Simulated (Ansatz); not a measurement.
# KSrCl3 (model cell, started as cubic perovskite with Sr in the octahedra): from the cell to its phonons

Wanted: phonon frequencies of KSrCl3 (model cell, started as cubic perovskite with Sr in the octahedra) and what follows from them.

Program: Ansatz 0.2.0. Level of theory: DFT PBEsol, scalar-relativistic, plane waves, PAW; PAW set soft_1. Results are calculated unless marked as measured.

Most raw output is cut from this account.

The structure was built from a prototype and need not be the compound's stable phase.

## (1) The starting structure

The structure is cubic, space group Pm-3m (No. 221). Conventional cell: a = 5.860 Å, b = 5.860 Å, c = 5.860 Å, α = 90.00°, β = 90.00°, γ = 90.00°. K has 12 Cl at 4.14 Å nearest. Nearest to Sr lie 6 Cl at 2.93 Å. Cl has 2 Sr at 2.93 Å nearest. Farther neighbours and most contacts between anions are not listed.

## (2) Bringing the structure to rest

The cell and atoms are relaxed, since residual forces and stress would shift the frequencies.

Contents of input.yaml:

```yaml
crystal:
  lattice:
    - [5.8604, 0.0, 0.0]
    - [0.0, 5.8604, 0.0]
    - [0.0, 0.0, 5.8604]
  atoms:
    - { symbol: K, position: [0.0, 0.0, 0.0] }
    - { symbol: Sr, position: [0.5, 0.5, 0.5] }
    - { symbol: Cl, position: [0.5, 0.5, 0.0] }
    - { symbol: Cl, position: [0.5, 0.0, 0.5] }
    - { symbol: Cl, position: [0.0, 0.5, 0.5] }
kpoints:
  mp_grid: { grid: [4, 4, 4] }
hamiltonian:
  xc: pbesol
  pseudopotentials: { kind: paw, azcp: { folder: soft_1 }, xc_functional: pbe }
scf:
  occupations: { method: gaussian, width: 0.02 }
output:
  forces: true
  stress: true
  eigenvalues: true
relax:
  adjacent_minimum: "off"
  f_tol: 0.005
  max_steps: 80
  cell: { stress_tol: 0.05 }
```

Run with:

```
> ansatz run input.yaml --threads 4 --pin off --max-ram 16384MiB --backend cpu --events-out ev --progress --plain --runs-dir out
```

The job ended after 5.9 s (4 threads of Arm Neoverse V1, shared host; peak memory 0.45 GiB).

The steps of the relaxation:

```csv
step,energy less that of the first step (eV),largest force component (eV/Å),pressure (GPa),volume (Å³)
1,0.0000,0.0000,-2.34,201.27
2,-0.1506,0.0000,-1.53,188.98
3,-0.2180,0.0000,0.64,169.58
4,-0.2267,0.0000,-0.09,174.90
5,-0.2269,0.0000,0.00,174.17
6*,-0.2266,0.0000,0.00,174.17
```

Relaxation steps marked * repeat the geometry before them on a plane-wave basis chosen anew for their cell, so energy and pressure can jump there.

The run keeps the 48 symmetry operations that it works with, so distortions that break them were not tested.

```csv
"conventional cell, symmetrised",before,after,change
a (Å),5.860,5.585,-4.7 %
b (Å),5.860,5.585,-4.7 %
c (Å),5.860,5.585,-4.7 %
volume (Å³/atom),40.25,34.83,-13.5 %
```

The relaxed structure:

```xyz
5
Lattice="5.5845 0.0000 0.0000 0.0000 5.5845 0.0000 0.0000 0.0000 5.5845" Properties=species:S:1:pos:R:3 pbc="T T T"
K     0.0000    0.0000    0.0000
Sr    2.7923    2.7923    2.7923
Cl    2.7923    2.7923    0.0000
Cl    2.7923    0.0000    2.7923
Cl    0.0000    2.7923    2.7923
```

This step gave:

- pressure: 5.12e-4 GPa
- gap on the k-mesh: 4.461 eV
- volume per atom: 34.83 Å³
- direct gap on mesh: 4.674 eV

In this step the volume went from 40.25 to 34.83 Å³/atom.

## (3) Bringing the structure to rest

The relaxation is repeated from its end on the same settings, as a check that it has come to rest.

input.yaml, as its differences from that of step 2:

```diff
@@ -2,5 +2,5 @@
   lattice:
-    - [5.8604, 0.0, 0.0]
-    - [0.0, 5.8604, 0.0]
-    - [0.0, 0.0, 5.8604]
+    - [5.5845481721, 0.0, 0.0]
+    - [0.0, 5.5845481721, 0.0]
+    - [0.0, 0.0, 5.5845481721]
   atoms:
@@ -22,2 +22,6 @@
   eigenvalues: true
+  write_density: true
+  write_potential: true
+  elf: true
+  volumetric_format: npy
 relax:
```

Wall time 2.3 s (4 threads); peak memory 0.43 GiB.

Little changed from the start: no atom moved by 0.005 Å and no cell edge by 0.1 %.

Numbers from this step:

| Quantity | Value |
| --- | --- |
| pressure | 5.11e-4 GPa |

In this step the volume went from 34.83 to 34.83 Å³/atom.

## (4) Relaxing to small forces for the phonons

Phonons need a cell at rest on their own settings, so the relaxation is repeated with tight tolerances on forces and stress, using the mesh and the filling of the phonon run that follows.

input.yaml, the sections that differ from step 3:

```yaml
scf:
  occupations: { method: fixed }
output:
  forces: true
  stress: true
  eigenvalues: true
relax:
  adjacent_minimum: "off"
  f_tol: 0.001
  max_steps: 60
  cell: { stress_tol: 0.01 }
# crystal, kpoints, hamiltonian: as in step 3
```

Wall time 2.2 s (4 threads); peak memory 0.42 GiB; 8 s of CPU time.

Little changed from the start: no atom moved by 0.005 Å and no cell edge by 0.1 %.

Numbers from this step:

| Property | Result |
| --- | --- |
| pressure | 5.12e-4 GPa |

The forces vanish by symmetry and the pressure is 0.001 GPa, within the tolerances set. The cell now holds 34.83 Å³/atom.

## (5) Modes at Γ

The zone centre comes first: it holds the modes that light can see, as far as symmetry allows. The response to a homogeneous field gives the Born charges and the dielectric tensor.

input.yaml, as its differences from that of step 4:

```diff
@@ -19,9 +19,6 @@
 output:
-  forces: true
-  stress: true
   eigenvalues: true
-relax:
-  adjacent_minimum: "off"
-  f_tol: 0.001
-  max_steps: 60
-  cell: { stress_tol: 0.01 }
+phonons:
+  method: dfpt
+  dielectric: true
+  rigid_motions: translations
```

Wall time 31 s (4 threads); peak memory 0.89 GiB.

Numbers from this step:

```yaml
sum_rule_residual_before_enforcement: 6.36e-4 eV/Å²
miss_of_the_charge_sum_rule: 0.01550 e
estimated_error_of_the_dielectric_tensor: 0.005998
estimated_error_of_the_born_charges: 0.01769 e
point_group: m-3m
highest_optical_mode_at_the_zone_centre_no_lo_to_term: 250.2 cm⁻¹
lowest_optical_zone_centre_mode: -65.77 cm⁻¹
mean_high_frequency_dielectric_constant: 2.458
largest_born_charge_third_of_the_trace: 2.382 e
top_of_the_zone_centre_spectrum_with_the_field: 287.8 cm⁻¹
```

Without the LO-TO term. Patterns of degenerate modes are one choice out of their space. Modes at Γ, with each element's share of the kinetic energy (negative means imaginary):

```csv
mode,frequency (cm⁻¹),symmetry,K %,Sr %,Cl %
1,-65.8,T1u,68,0,32
2,-65.8,T1u,68,0,32
3,-65.8,T1u,68,0,32
4,-33.5,T2u,0,0,100
5,-33.5,T2u,0,0,100
6,-33.5,T2u,0,0,100
7,0.0,acoustic,17,38,46
8,0.0,acoustic,17,38,46
9,0.0,acoustic,17,38,46
10,76.0,T1u,15,39,45
11,76.0,T1u,15,39,45
12,76.0,T1u,15,39,45
13,250.2,T1u,0,23,77
14,250.2,T1u,0,23,77
15,250.2,T1u,0,23,77
```

Displacements in mode 1 (-65.8 cm⁻¹), the largest set to 1:
```
K1   0.23  1.00 -0.21
Sr2  0.00 -0.01  0.00
Cl3 -0.12 -0.51  0.01
Cl4 -0.12 -0.06  0.11
Cl5 -0.01 -0.51  0.11
```

Displacements in mode 6 (-33.5 cm⁻¹), the largest set to 1:
```
K1   0.00  0.00  0.00
Sr2  0.00  0.00  0.00
Cl3  0.02  0.34  0.00
Cl4 -0.02  0.00  1.00
Cl5  0.00 -0.34 -1.00
```

Optical modes at the zone centre, without and with the macroscopic field of the longitudinal modes; each column is sorted by frequency, so a row need not hold one and the same mode. Modes with and without the field, by row:

```csv
rank among optical modes,no field (cm⁻¹),"q along (1, 0, 0) (cm⁻¹)"
1,-65.8,-65.8
2,-65.8,-65.8
3,-65.8,-33.5
4,-33.5,-33.5
5,-33.5,-33.5
6,-33.5,41.4
7,76,76
8,76,76
9,76,92.1
10,250.2,250.2
11,250.2,250.2
12,250.2,287.8
```

Born charge (rows field, columns displacement) (e), principal values of the symmetric part by kind of site:

```csv
atom,atoms with these values,low,middle,high,mean
K1,1,1.27,1.27,1.27,1.27
Sr2,1,2.38,2.38,2.38,2.38
Cl3,3,-1.92,-0.87,-0.87,-1.22
```

In full for Cl3:

```
-0.87  0.00  0.00
 0.00 -0.87  0.00
 0.00  0.00 -1.92
```

High-frequency dielectric tensor:

```
2.46 0.00 0.00
0.00 2.46 0.00
0.00 0.00 2.46
```

Transverse modes; imaginary modes are left out. Lines of the infrared spectrum (strongest = 100):

```csv
position (cm⁻¹),label,relative intensity
76,T1u,8.4
250,T1u,100
```

Before it was imposed, the acoustic sum rule was missed by 6.4e-4 eV/Å² and the charge sum rule by 0.016 e. Small misses are needed for a sound result but don't prove that mesh and cutoff are converged. The lowest optical mode is imaginary, 65.8i cm⁻¹, so the energy falls along it.

## (6) Phonons on a q mesh

Stability and thermal properties need the whole zone. Linear response on a 2×2×2 q mesh gives force constants as far as a supercell of that size would, and the tensors from the zone-centre run are typed in so that the long-range dipole term is interpolated apart.

input.yaml, the sections that differ from step 5:

```yaml
phonons:
  method: dfpt
  qmesh: [2, 2, 2]
  temperatures: { t_max: 1000, t_step: 50 }
  qpath:
    path:
      - [[0.0, 0.0, 0.0], [0.0, 0.5, 0.0], [0.5, 0.5, 0.0], [0.0, 0.0, 0.0], [0.5, 0.5, 0.5], [0.0, 0.5, 0.0]]
      - [[0.5, 0.5, 0.5], [0.5, 0.5, 0.0]]
    npoints: 10
  non_analytic_term:
    high_frequency_dielectric_tensor: [[2.4577, 0.0, 0.0], [0.0, 2.4577, 0.0], [0.0, 0.0, 2.4577]]
    born_effective_charges:
      - { species: K, tensor: [[1.2709, 0.0, 0.0], [0.0, 1.2709, 0.0], [0.0, 0.0, 1.2709]] }
      - { species: Sr, tensor: [[2.3821, 0.0, 0.0], [0.0, 2.3821, 0.0], [0.0, 0.0, 2.3821]] }
      - { species: Cl, tensor: [[-0.8663, 0.0, 0.0], [0.0, -0.8663, 0.0], [0.0, 0.0, -1.9205]] }
      - { species: Cl, tensor: [[-0.8663, 0.0, 0.0], [0.0, -1.9205, 0.0], [0.0, 0.0, -0.8663]] }
      - { species: Cl, tensor: [[-1.9205, 0.0, 0.0], [0.0, -0.8663, 0.0], [0.0, 0.0, -0.8663]] }
    source: "zone-centre run at this cell"
# crystal, kpoints, hamiltonian, scf, output: as in step 5
```

Run time: 76 s. Hardware: 4 threads; peak memory 0.76 GiB; 4.8 min of CPU time.

This step gave:

```yaml
sum_rule_residual_before_enforcement: 1.26e-4 eV/Å²
lowest_frequency_on_the_path: -67.20 cm⁻¹
highest_frequency_on_the_path_or_at_a_solved_wavevector: 287.8 cm⁻¹
lowest_mode_on_the_q_mesh_acoustic_modes_at_gamma_apart: -66.73 cm⁻¹
```

Frequencies (cm⁻¹) solved at each irreducible wavevector; negative means imaginary. Frequencies by wavevector, by row:

```csv
q in reciprocal lattice units,star,mode 1,mode 2,mode 3,mode 4,mode 13,mode 14,mode 15
0 0 0,1,-65.8,-65.8,-65.8,-33.5,250.2,250.2,250.2
0 0 -0.5,3,-59,-59,-32,-32,249.9,249.9,259.4
0 -0.5 -0.5,3,-66.4,-64.5,-64.5,-42.7,229.5,249.6,266
-0.5 -0.5 -0.5,1,-66.7,-66.7,-66.7,-62.7,229.2,229.2,271.8
```

Interpolated from a 2×2×2 q mesh, with the LO-TO term (at Γ the limit along the path; where Γ stands inside the path, tables give the limit on arrival). The phonon branches at the labelled points (cm⁻¹):

```csv
point,branch 1,branch 2,branch 3,branch 4,branch 12,branch 13,branch 14,branch 15
Γ,-66,-66,-34,-34,92,250,250,288
halfway,-63,-63,-30,-30,124,250,250,277
X,-59,-59,-32,-32,166,250,250,259
halfway,-65,-53,-51,-51,164,237,250,268
M,-66,-64,-64,-43,163,230,250,266
halfway,-66,-59,-46,-39,124,241,250,277
Γ,-66,-66,-34,-34,92,250,250,288
halfway,-63,-63,-50,-38,125,241,241,278
R,-67,-67,-67,-63,158,229,229,272
halfway,-63,-60,-56,-53,162,235,242,273
X,-59,-59,-32,-32,166,250,250,259
jump to R,-67,-67,-67,-63,158,229,229,272
halfway,-67,-64,-64,-55,161,229,239,272
M,-66,-64,-64,-43,163,230,250,266
```

Tetrahedra on a 12×12×12 mesh, mean over bins of 5 cm-1. Interpolated from a 2×2×2 q mesh. Table of phonon density of states by wavenumber; read off at these points:

```csv
wavenumber (cm⁻¹),phonon density of states (1/cm⁻¹/cell)
-68,0.0845
-62,0.249
-58,0.171
-48,0.0861
-38,0.0694
-28,0.0888
-18,0.0174
-8,0.00879
-2,0.00847
8,0.00872
18,0.0126
28,0.0409
38,0.0257
48,0.0391
58,0.0628
68,0.0976
72,0.108
78,0.101
88,0.0768
98,0.0241
108,0.0207
112,0.0207
122,0.0236
132,0.0218
142,0.0306
152,0.0347
162,0.0456
172,0
182,0
192,0
202,0
212,0
222,0
228,0.00457
238,0.0731
248,0.165
258,1.0e-5
268,0.0423
272,0.103
278,0.0342
288,0.00219
```

The partial phonon density of states has structure finer than the step of the table below, so its rows give means over 10 cm⁻¹, whole bins alone (the curve runs from -77 to 305 cm⁻¹). Peaks (cm⁻¹: height): Cl -62.6: 0.103, -29.0: 0.0700, 76.7: 0.0707, 247.2: 0.0957, 271.3: 0.0745; K -62.6: 0.121, 50.3: 0.0185; Sr 74.3: 0.0270, 98.3: 0.0285, 127.1: 0.0401, 148.8: 0.0536, 160.8: 0.0603, 247.2: 0.0254, 273.7: 0.00819.

Phonopy on the run's constants, 11x11x11 mesh, Gaussian sigma 2.7 cm-1. Interpolated from a 2×2×2 q mesh. Table of partial phonon density of states by wavenumber; means over each step; values in 1/cm⁻¹/cell:

```csv
wavenumber (cm⁻¹),Cl,K,Sr
-70,0.0314,0.0272,6.4e-5
-60,0.0863,0.101,1.8e-4
-50,0.0574,0.0385,1.7e-4
-40,0.0556,0.0153,3.8e-4
-30,0.0639,0.00795,0.00179
-20,0.0271,0.00498,7.5e-4
-10,0.00769,4.8e-4,2.2e-4
0,0.00161,2.8e-4,1.6e-4
10,0.00432,0.00270,8.2e-4
20,0.0129,0.00503,0.00205
30,0.0210,0.0105,0.00432
40,0.0151,0.0112,0.00388
50,0.0201,0.0175,0.00804
60,0.0396,0.0156,0.0181
70,0.0602,0.0147,0.0215
80,0.0665,0.0127,0.0194
90,0.0339,0.00587,0.00862
100,0.0128,0.00297,0.0235
110,0.00432,5.1e-4,0.00541
120,0.00442,7.4e-4,0.0180
130,0.00731,0.00118,0.0224
140,0.00147,2.8e-4,0.0112
150,0.00540,0.00114,0.0374
160,0.00225,0.00106,0.0424
170,4.1e-4,1.4e-4,0.00612
180,0,0,4.0e-7
190,0,0,0
200,0,0,0
210,0,0,0
220,6.4e-4,0,1.4e-5
230,0.0350,0,0.00219
240,0.0691,9.9e-6,0.0118
250,0.0627,7.1e-6,0.0170
260,0.00679,4.4e-5,8.2e-4
270,0.0546,3.0e-4,0.00569
280,0.0255,2.6e-4,0.00482
290,0.00209,3.8e-5,6.6e-4
```

Symmetry leaves 4 wavevectors to solve. The lowest mode among them, the acoustic zeros apart, lies at q = (-0.5, -0.5, -0.5) and is imaginary, 66.7i cm⁻¹, so the energy falls along it.

## (7) Results

```yaml
space_group_after_relaxation_within_0p01_a: Pm-3m
volume_per_atom: 34.8 Å³
gap_on_the_k_mesh: 4.46 eV
highest_optical_mode_at_the_zone_centre_no_lo_to_term: 250 cm⁻¹
top_of_the_zone_centre_spectrum_with_the_field: 288 cm⁻¹
lowest_optical_zone_centre_mode: -65.8 cm⁻¹
mean_high_frequency_dielectric_constant: 2.46
largest_born_charge_third_of_the_trace: 2.38 e
lowest_mode_on_the_q_mesh_acoustic_modes_at_gamma_apart: -66.7 cm⁻¹
highest_frequency_on_the_path_or_at_a_solved_wavevector: 288 cm⁻¹
imaginary_modes_on_the_2x2x2_q_mesh: yes
```

What this shows: Modes are clearly imaginary (beyond 10i cm⁻¹) at 4 of the 4 irreducible wavevectors, most at q = (-0.5, -0.5, -0.5) (66.7i cm⁻¹), so this structure is not a minimum of the energy. Without the field, the optical modes at Γ span -66 to 250 cm⁻¹ (negative means imaginary). The highest mode in this list at Γ, 250.2 cm⁻¹, is mostly motion of Cl (77 % of the kinetic energy). With the macroscopic field of the longitudinal modes the top of the zone-centre spectrum lies at 288 cm⁻¹, against 250 cm⁻¹ without it. Among the real modes, the strongest infrared line is at 250 cm⁻¹. The PAW files were made for PBE and serve the other functionals too. The starting cell was built on a prototype and not taken from a measurement, so the phase need not exist. These are harmonic frequencies at zero temperature: anharmonic shifts, linewidths and thermal expansion are left out.

[Logs are printed without paths, hosts, clocks, repeated set-up lines and the standing remarks that a program may print on its own settings, such as how far it seeks lower states.]

[Hosts, paths, dates, database ids (printed as entryN), source tags and the programs' standing remarks are cut or masked in the printed files.]
